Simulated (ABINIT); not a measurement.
# Quasiparticle gap of CsPbI2Br (P4/mmm) in ABINIT

Wanted: ground state, empty states, screening and self-energy for CsPbI2Br (P4/mmm).

Program: ABINIT 10.8.3. Level of theory: PBE and many-body steps on it, plane waves. Results are calculated unless marked as measured.

This is a report of a sequence of runs, with most program output left out.

## (1) Set-up

It takes space group P4/mmm (No. 123, tetragonal). The conventional cell has a = 6.375 Å, b = 6.375 Å, c = 5.962 Å, α = 90.00°, β = 90.00°, γ = 90.00°. Cs has 8 I at 4.36 Å and 4 Br at 4.51 Å nearest. Pb has 2 Br at 2.98 Å and 4 I at 3.19 Å nearest. Nearest to I lie 2 Pb at 3.19 Å and 4 Cs at 4.36 Å. Nearest to Br lie 2 Pb at 2.98 Å and 4 Cs at 4.51 Å. Farther neighbours and most contacts between anions are not listed.

The cell and positions are those that the Materials Project relaxed with its own functionals (PBE, PBE+U or r2SCAN), kept fixed. Spin-orbit coupling is left out unless a step names it.

## (2) Ground state

This step: ABINIT 10.8.3; DFT, PBE, plane waves, norm-conserving pseudopotentials.

The ground-state density comes first.

The input, run.abi:

```
acell 3*1.0 Angstrom
rprim 
  6.375296000000 0.000000000000 0.000000000000
  0.000000000000 6.375296000000 0.000000000000
  0.000000000000 0.000000000000 5.962220000000
ntypat 4
znucl 55 82 53 35
natom 5
typat 1 2 3 3 4
xred 
  0.500000000000 0.500000000000 0.500000000000
  0.000000000000 0.000000000000 0.000000000000
  0.000000000000 0.500000000000 0.000000000000
  0.500000000000 0.000000000000 0.000000000000
  0.000000000000 0.000000000000 0.500000000000
pp_dirpath "pseudos"
pseudos "Cs.upf, Pb.upf, I.upf, Br.upf"
ecut 34
ngkpt 4 4 4
nshiftk 1
shiftk 0 0 0
kptopt 1
chksymbreak 0
nband 55
occopt 1
tolvrs 1e-10
nstep 60
prtwf 0
optforces 0
optstress 0
indata_prefix "in"
outdata_prefix "out"
tmpdata_prefix "tmp"
```

Started as:

```bash
$ OMP_NUM_THREADS=1 mpirun -n 8 abinit run.abi > log
```

Wall time 3.7 min (8 MPI ranks of Intel Xeon Platinum 8488C (Sapphire Rapids), shared host); peak memory 1.2 GiB.

This step gave:

```
total energy               : -27042.3811 eV
gap                        : 1.485 eV
k of the valence top       : 0.5, 0.5, 0.5
k of the conduction bottom : 0.5, 0.5, 0.5
least direct gap           : 1.485 eV
```

The gap is direct, at (0.500, 0.500, 0.500).

## (3) Bands along the symmetry lines

Levels along a band path, at the cheap level, show where the edges lie and whether the meshes to come will hold them.

The input, run.abi:

```
acell 3*1.0 Angstrom
rprim 
  6.375296000000 0.000000000000 0.000000000000
  0.000000000000 6.375296000000 0.000000000000
  0.000000000000 0.000000000000 5.962220000000
ntypat 4
znucl 55 82 53 35
natom 5
typat 1 2 3 3 4
xred 
  0.500000000000 0.500000000000 0.500000000000
  0.000000000000 0.000000000000 0.000000000000
  0.000000000000 0.500000000000 0.000000000000
  0.500000000000 0.000000000000 0.000000000000
  0.000000000000 0.000000000000 0.500000000000
pp_dirpath "pseudos"
pseudos "Cs.upf, Pb.upf, I.upf, Br.upf"
ecut 34
iscf -2
irdden 1
kptopt 0
nkpt 75
kpt 
  0.00000000 0.00000000 0.00000000
  0.00000000 0.06250000 0.00000000
  0.00000000 0.12500000 0.00000000
  0.00000000 0.18750000 0.00000000
  0.00000000 0.25000000 0.00000000
  0.00000000 0.31250000 0.00000000
  0.00000000 0.37500000 0.00000000
  0.00000000 0.43750000 0.00000000
  0.00000000 0.50000000 0.00000000
  0.06250000 0.50000000 0.00000000
  0.12500000 0.50000000 0.00000000
  0.18750000 0.50000000 0.00000000
  0.25000000 0.50000000 0.00000000
  0.31250000 0.50000000 0.00000000
  0.37500000 0.50000000 0.00000000
  0.43750000 0.50000000 0.00000000
  0.50000000 0.50000000 0.00000000
  0.43750000 0.43750000 0.00000000
  0.37500000 0.37500000 0.00000000
  0.31250000 0.31250000 0.00000000
  0.25000000 0.25000000 0.00000000
  0.18750000 0.18750000 0.00000000
  0.12500000 0.12500000 0.00000000
  0.06250000 0.06250000 0.00000000
  0.00000000 0.00000000 0.00000000
  0.00000000 0.00000000 0.06250000
  0.00000000 0.00000000 0.12500000
  0.00000000 0.00000000 0.18750000
  0.00000000 0.00000000 0.25000000
  0.00000000 0.00000000 0.31250000
  0.00000000 0.00000000 0.37500000
  0.00000000 0.00000000 0.43750000
  0.00000000 0.00000000 0.50000000
  0.00000000 0.06250000 0.50000000
  0.00000000 0.12500000 0.50000000
  0.00000000 0.18750000 0.50000000
  0.00000000 0.25000000 0.50000000
  0.00000000 0.31250000 0.50000000
  0.00000000 0.37500000 0.50000000
  0.00000000 0.43750000 0.50000000
  0.00000000 0.50000000 0.50000000
  0.06250000 0.50000000 0.50000000
  0.12500000 0.50000000 0.50000000
  0.18750000 0.50000000 0.50000000
  0.25000000 0.50000000 0.50000000
  0.31250000 0.50000000 0.50000000
  0.37500000 0.50000000 0.50000000
  0.43750000 0.50000000 0.50000000
  0.50000000 0.50000000 0.50000000
  0.43750000 0.43750000 0.50000000
  0.37500000 0.37500000 0.50000000
  0.31250000 0.31250000 0.50000000
  0.25000000 0.25000000 0.50000000
  0.18750000 0.18750000 0.50000000
  0.12500000 0.12500000 0.50000000
  0.06250000 0.06250000 0.50000000
  0.00000000 0.00000000 0.50000000
  0.00000000 0.50000000 0.00000000
  0.00000000 0.50000000 0.06250000
  0.00000000 0.50000000 0.12500000
  0.00000000 0.50000000 0.18750000
  0.00000000 0.50000000 0.25000000
  0.00000000 0.50000000 0.31250000
  0.00000000 0.50000000 0.37500000
  0.00000000 0.50000000 0.43750000
  0.00000000 0.50000000 0.50000000
  0.50000000 0.50000000 0.00000000
  0.50000000 0.50000000 0.06250000
  0.50000000 0.50000000 0.12500000
  0.50000000 0.50000000 0.18750000
  0.50000000 0.50000000 0.25000000
  0.50000000 0.50000000 0.31250000
  0.50000000 0.50000000 0.37500000
  0.50000000 0.50000000 0.43750000
  0.50000000 0.50000000 0.50000000
istwfk *1
nband 56
nbdbuf 2
tolwfr 1e-08
nstep 40
prtwf 0
prtvol 0
indata_prefix "in"
outdata_prefix "out"
tmpdata_prefix "tmp"
```

Elapsed: 5.7 min, on 8 MPI ranks; peak memory 1.8 GiB.

Numbers from this step:

| Property | Result |
| --- | --- |
| gap | 1.485 eV |
| k of the valence top | 0.5, 0.5, 0.5 |
| k of the conduction bottom | 0.5, 0.5, 0.5 |
| least direct gap | 1.485 eV |

The gap is 1.485 eV, as in the run before at this level.

The electronic bands at the labelled points (eV, zero at the top of the highest filled band):

| point | band 46 | band 47 | band 48 | band 49 | band 50 | band 51 | band 52 | band 53 |
| --- | --- | --- | --- | --- | --- | --- | --- | --- |
| Γ | -1.31 | -1.30 | -1.27 | -1.27 | 3.16 | 4.06 | 4.46 | 4.66 |
| halfway | -1.39 | -1.39 | -1.34 | -1.31 | 3.67 | 3.87 | 4.44 | 4.72 |
| X | -1.53 | -1.47 | -1.36 | -0.94 | 2.27 | 4.43 | 5.00 | 5.01 |
| halfway | -1.50 | -1.45 | -1.12 | -0.86 | 2.11 | 3.56 | 4.80 | 4.95 |
| M | -1.53 | -1.42 | -0.89 | -0.50 | 1.93 | 1.93 | 4.80 | 5.31 |
| halfway | -1.42 | -1.41 | -1.36 | -1.13 | 3.67 | 3.69 | 4.16 | 4.66 |
| Γ | -1.31 | -1.30 | -1.27 | -1.27 | 3.16 | 4.06 | 4.46 | 4.66 |
| halfway | -1.43 | -1.40 | -1.32 | -1.32 | 3.78 | 4.17 | 4.50 | 4.89 |
| Z | -1.50 | -1.36 | -1.36 | -1.16 | 2.56 | 4.89 | 4.90 | 5.18 |
| halfway | -1.49 | -1.43 | -1.24 | -0.99 | 2.36 | 3.56 | 4.91 | 5.09 |
| R | -1.66 | -1.63 | -1.03 | -0.50 | 1.90 | 2.15 | 4.82 | 5.15 |
| halfway | -1.27 | -1.15 | -1.01 | -0.42 | 1.71 | 1.92 | 3.26 | 4.59 |
| A | -1.00 | -1.00 | -0.86 | 0.00 | 1.48 | 1.48 | 1.66 | 4.20 |
| halfway | -1.37 | -1.17 | -1.15 | -0.94 | 2.14 | 3.38 | 3.40 | 4.79 |
| Z | -1.50 | -1.36 | -1.36 | -1.16 | 2.56 | 4.89 | 4.90 | 5.18 |
| jump to X | -1.53 | -1.47 | -1.36 | -0.94 | 2.27 | 4.43 | 5.00 | 5.01 |
| halfway | -1.59 | -1.43 | -1.20 | -0.84 | 2.09 | 3.76 | 4.84 | 4.94 |
| R | -1.66 | -1.63 | -1.03 | -0.50 | 1.90 | 2.15 | 4.82 | 5.15 |
| jump to M | -1.53 | -1.42 | -0.89 | -0.50 | 1.93 | 1.93 | 4.80 | 5.31 |
| halfway | -1.23 | -1.23 | -0.87 | -0.40 | 1.72 | 1.72 | 3.29 | 4.69 |
| A | -1.00 | -1.00 | -0.86 | 0.00 | 1.48 | 1.48 | 1.66 | 4.20 |

## (4) Empty states on the mesh, 2×2×2 mesh, 162 bands

The sums over transitions need many empty states on a uniform mesh; this step solves for them.

The input, run.abi:

```
acell 3*1.0 Angstrom
rprim 
  6.375296000000 0.000000000000 0.000000000000
  0.000000000000 6.375296000000 0.000000000000
  0.000000000000 0.000000000000 5.962220000000
ntypat 4
znucl 55 82 53 35
natom 5
typat 1 2 3 3 4
xred 
  0.500000000000 0.500000000000 0.500000000000
  0.000000000000 0.000000000000 0.000000000000
  0.000000000000 0.500000000000 0.000000000000
  0.500000000000 0.000000000000 0.000000000000
  0.000000000000 0.000000000000 0.500000000000
pp_dirpath "pseudos"
pseudos "Cs.upf, Pb.upf, I.upf, Br.upf"
ecut 34
ngkpt 2 2 2
nshiftk 1
shiftk 0 0 0
kptopt 1
chksymbreak 0
iscf -2
irdden 1
istwfk *1
nband 162
nbdbuf 14
tolwfr 1e-09
nstep 60
prtvol 0
indata_prefix "in"
outdata_prefix "out"
tmpdata_prefix "tmp"
```

It took 3 min on 8 MPI ranks; peak memory 1 GiB; 24 min of CPU time.

This step gave:

| Item | Value |
| --- | --- |
| gap | 1.485 eV |
| k of the valence top | 0.5, 0.5, 0.5 |
| k of the conduction bottom | 0.5, 0.5, 0.5 |
| least direct gap | 1.485 eV |
| k points computed | 6 |
| lowest point of the top converged band, above the valence top | 26.73 eV |

On this mesh the gap is 1.485 eV.

## (5) Screening, 2×2×2 mesh, 148 bands, screening to 87.1 eV

The RPA dielectric matrix is built and inverted for each q.

This step: RPA screening on PBE, plane waves, norm-conserving pseudopotentials.

run.abi, as its differences from that of step 4:

```diff
@@ -23,10 +23,11 @@
 chksymbreak 0
-iscf -2
-irdden 1
 istwfk *1
-nband 162
-nbdbuf 14
-tolwfr 1e-09
-nstep 60
-prtvol 0
+occopt 1
+irdwfk 1
+optdriver 3
+nband 148
+ecuteps 3.2
+inclvkb 2
+awtr 1
+symchi 1
 indata_prefix "in"
```

It took 1.9 min on 8 MPI ranks; peak memory 6.3 GiB.

Numbers from this step:

* ε∞ with local fields, on this mesh, along the program's q direction: 9.800
* the same without local fields: 11.16
* plasma frequency: 23.61 eV
* plane waves in the screening matrix: 461

Local fields lower ε∞ by 12 %. On a Γ-centred mesh this coarse the value itself is usually too large, while a short band sum pulls it down.

## (6) Self-energy, 2×2×2 mesh, 148 bands, screening to 87.1 eV

The self-energy is evaluated for the states that the input lists, and the levels follow from it, in one-shot runs by the linearised quasiparticle equation.

This step: G0W0 on PBE, plane waves, norm-conserving pseudopotentials.

run.abi, as its differences from that of step 5:

```diff
@@ -26,8 +26,17 @@
 irdwfk 1
-optdriver 3
+optdriver 4
 nband 148
+gwcalctyp 0
+ecutsigx 34
+symsigma 1
+nkptgw 2
+kptgw 
+  0.5000000000 0.5000000000 0.5000000000
+  0.0000000000 0.0000000000 0.0000000000
+bdgw 
+  48 51
+  48 51
 ecuteps 3.2
-inclvkb 2
-awtr 1
-symchi 1
+irdscr 1
+ppmodel 1
 indata_prefix "in"
```

Run time: 15 s. Hardware: 8 MPI ranks; peak memory 3.4 GiB.

This step gave:

```
G0W0 gap on the points computed              : 2.523 eV
starting gap on the mesh                     : 1.485 eV
k of the valence top                         : 0.5, 0.5, 0.5
k of the conduction bottom                   : 0.5, 0.5, 0.5
Z at the valence top                         : 0.801
Z at the conduction bottom                   : 0.813
least direct G0W0 gap on the computed points : 2.523 eV
```

The gap on the mesh goes from 1.48 eV to 2.52 eV, a correction of +1.04 eV.

Limits: finite bands, cutoff and mesh; no spin-orbit coupling; coarse k mesh. v1 is the top filled band, c1 the lowest empty one. Levels before and after the correction, in eV, zero at the valence-band top of each column:

|  | conduction bottom | valence top |
| --- | --- | --- |
| Kohn-Sham | 1.48 | 0.00 |
| G0W0 | 2.52 | 0.00 |

|  | level | energy (eV) |
| --- | --- | --- |
| Kohn-Sham | (0.5 0.5 0.5) v2 | -0.863 |
| Kohn-Sham | (0.5 0.5 0.5) v1 | 0.000 |
| Kohn-Sham | (0.5 0.5 0.5) c1-c2 | 1.485 |
| G0W0 | (0.5 0.5 0.5) v2 | -1.023 |
| G0W0 | (0.5 0.5 0.5) v1 | 0.000 |
| G0W0 | (0.5 0.5 0.5) c1-c2 | 2.523 |

## (7) Where the time went

Times are wall times on 8 MPI ranks of Intel Xeon Platinum 8488C (Sapphire Rapids), shared host, good to a factor of about two.

| step | time | share | memory (GiB) |
| --- | --- | --- | --- |
| ground state | 3.7 min | 25 % | 1.2 |
| bands along the symmetry lines | 5.7 min | 39 % | 1.8 |
| empty states on the mesh | 3 min | 21 % | 1.0 |
| screening | 1.9 min | 13 % | 6.3 |
| self-energy | 15 s | 2 % | 3.4 |

## (8) Summary of results

| Item | Value |
| --- | --- |
| PBE gap | 1.48 eV, direct |
| G0W0 gap on the mesh | 2.52 eV |
| GW settings | 2×2×2 mesh, 148 bands, screening to 87.1 eV, Godby-Needs plasmon pole |
| known limits | not at the basis limit; no spin-orbit coupling; coarse k mesh |

**Reading.** G0W0 moves the gap on the mesh from 1.48 eV to 2.52 eV (+1.04 eV), with Z of 0.80 and 0.81 at the edges. Local fields lower the RPA ε∞ on this mesh from 11.16 to 9.80; a Γ-centred mesh this coarse tends to raise both, most where the direct gap is narrow, while a short band sum lowers them. Only 2 of the mesh's irreducible points were corrected, so a valley elsewhere could overtake. The dearest step here is «bands along the symmetry lines». Bands and cutoff are finite, so the gap is not at the basis limit. The miss can reach some tenths of an eV and take either sign; the mesh is an error of its own. In the G0W0 run levels were corrected at 2 k points alone, so a gap called «on the mesh» is the least over those, and an edge elsewhere would be missed. The 2×2×2 mesh is coarse for this cell, which bears on the long-range parts of exchange and screening. Where an edge is built on 6p states of lead, bismuth or thallium, scalar-relativistic gaps usually stand too wide, by a few tenths to over one eV. The many-body steps are scalar-relativistic: spin-orbit coupling is not in them.

[Paths, hosts, dates, memory and timing lines, banners, echoed tables and standing remarks are left out of the program output.]

[Logs are printed without paths, hosts, clocks, repeated set-up lines and the standing remarks that a program may print on its own settings, such as how far it seeks lower states.]

[Runs of the session that timed out or met a known fault of the program may be left out.]

[Hosts, paths, dates, database ids (printed as entryN), source tags and the programs' standing remarks are cut or masked in the printed files.]

[G0W0 gaps are taken among the corrected bands and points alone; a level outside them can change the order at an edge.]

[Where Ansatz stands beside ABINIT at settings called matched, ABINIT's density can come from a denser mesh and the files from another edition; pairs whose starting gaps differed by over 0.03 eV were left out, so agreement reads better than it is.]
